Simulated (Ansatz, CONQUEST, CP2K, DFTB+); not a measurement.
**A faulty DFTB+ run on liquid (Li,Na)Cl at 1200 K (62 atoms)**

Program: DFTB+ 25.1, a calculation on a cell of 13 Li, 18 Na and 31 Cl, 31.9 Å³ an atom.

The input, dftb_in.hsd:

```
Geometry = GenFormat {
  <<< geo.gen
}
Driver = {}
Hamiltonian = xTB {
  Method = "GFN1-xTB"
  SccTolerance = 1e-06
  MaxSccIterations = 3
  Mixer = Broyden { MixingParameter = 0.2 }
  Filling = Fermi { Temperature [K] = 580 }
  KPointsAndWeights = { 0.0 0.0 0.0 1.0 }
}
Analysis {
  PrintForces = Yes
  MullikenAnalysis = Yes
}
ParserOptions { ParserVersion = 14 }
```

The input, geo.gen:

```
62 F
Li Na Cl
1 1 0.55992 0.95845 0.17599
2 1 0.23448 0.96737 0.04676
3 1 0.43399 0.68566 0.34259
4 1 0.49299 0.24016 0.39876
5 1 0.48469 0.25588 0.67303
6 1 0.69552 0.67900 0.76366
7 1 0.85771 0.79492 0.57877
8 1 0.66889 0.48976 0.46757
9 1 0.74398 0.33180 0.79869
10 1 0.31182 0.41850 0.85243
[... 52 atom lines left out ...]
0.0 0.0 0.0
12.54812 0.00000 0.00000
0.00000 12.54812 0.00000
0.00000 0.00000 12.54812
```

On the command line:

```bash
$ OMP_NUM_THREADS=1 dftb+ > output.txt
```

The program printed:

```text
Reading input file 'dftb_in.hsd'
Parser version: 14
--------------------------------------------------------------------------------
Processed input in HSD format written to 'dftb_pin.hsd'
Starting initialization...
--------------------------------------------------------------------------------
WARNING!
-> Dipole printed for extended system : value printed is not well defined
Mode:                        Static calculation
Self consistent charges:     Yes
SCC-tolerance:                 0.100000E-05
Max. scc iterations:                      3
Shell resolved Hubbard:      Yes
Spin polarisation:           No
Nr. of up electrons:           124.000000
Nr. of down electrons:         124.000000
Periodic boundaries:         Yes
Electronic solver:           Relatively robust
Mixer:                       Broyden mixer
Mixing parameter:                  0.200000
Nr. of chrg. vec. in memory:              3
Max. SCC-cycles:                          3
tblite library version:      0.3.0
-> parametrization:          GFN1-xTB
-> repulsion:                Yes
-> dispersion:               Yes
-> halogen bonding:          Yes
-> electrostatics:           Yes
   -> isotropic:             Yes
   -> anisotropic:           No
   -> third-order:           Yes
Electronic temperature:              0.183675E-02 H      0.499806E-01 eV
Initial charges:             Set automatically (system chrg:   0.000E+00)
Included shells:            Li:  s, p
                            Na:  s, p
                            Cl:  s, p, d
K-points and weights:           1:  0.000000  0.000000  0.000000     1.000000
K-points in absolute space:     1:  0.000000  0.000000  0.000000
Extra options:
                             Mulliken analysis
                             Force calculation
Force type                   original
--------------------------------------------------------------------------------
***  Geometry step: 0
 iSCC Total electronic   Diff electronic      SCC error
    1   -0.14542176E+03    0.00000000E+00    0.92800237E+00
    2   -0.14544430E+03   -0.14542176E+03    0.73752030E+00
>> Charges saved for restart in charges.bin
    3   -0.14547456E+03   -0.22536297E-01    0.16737611E+00
ERROR!
-> SCC is NOT converged, maximal SCC iterations exceeded
Note: The following floating-point exceptions are signalling: IEEE_INVALID_FLAG IEEE_DIVIDE_BY_ZERO IEEE_OVERFLOW_FLAG IEEE_UNDERFLOW_FLAG IEEE_DENORMAL
ERROR STOP
```

detailed.out:

```text
Fermi distribution function
Calculation with static geometry
********************************************************************************
 iSCC Total electronic   Diff electronic      SCC error
    4   -0.14547456E+03   -0.22536297E-01    0.16737611E+00
********************************************************************************
 Total charge:     0.00000000
 Atomic gross charges (e)
 Atom           Charge
    1       0.55384705
    2       0.51625363
    3       0.51935692
[...]
61      -0.62045114
   62      -0.57625973
Fermi level:                        -0.3684527741 H          -10.0261 eV
Band energy:                      -138.6290016060 H        -3772.2871 eV
TS:                                  0.0000000000 H            0.0000 eV
Band free energy (E-TS):          -138.6290016060 H        -3772.2871 eV
Extrapolated E(0K):               -138.6290016060 H        -3772.2871 eV
Input / Output electrons (q):    248.0000000000    248.0000000000
Energy H0:                        -145.6214492498 H        -3962.5612 eV
Energy SCC:                          0.1468898100 H            3.9971 eV
Total Electronic energy:          -145.4745594398 H        -3958.5642 eV
Repulsive energy:                    0.0509628087 H            1.3868 eV
Halogen correction energy:           0.0000000000 H            0.0000 eV
Total energy:                     -145.6268705768 H        -3962.7088 eV
Extrapolated to 0:                -145.6268705768 H        -3962.7088 eV
Total Mermin free energy:         -145.6268705768 H        -3962.7088 eV
Force related energy:             -145.6268705768 H        -3962.7088 eV
```

It took 1.4 s on 1 thread of Intel Xeon Platinum 8488C (Sapphire Rapids), shared host; peak memory 0.31 GiB.

Banners, paths, timers and routine set-up lines are dropped from the logs unmarked, and long logs keep their key lines alone; longer cuts are marked.

Why should this run not be trusted?

Too few SCC iterations: iteration limit 3.

The run ended unconverged.

[Also dropped from logs without a mark: logging warnings of Python, and SIESTA's first energy breakdown and zero terms.]

[Logs are printed without paths, hosts, clocks, repeated set-up lines and the standing remarks that a program may print on its own settings, such as how far it seeks lower states.]

[Hosts, paths, dates, database ids (printed as entryN), source tags and the programs' standing remarks are cut or masked in the printed files.]
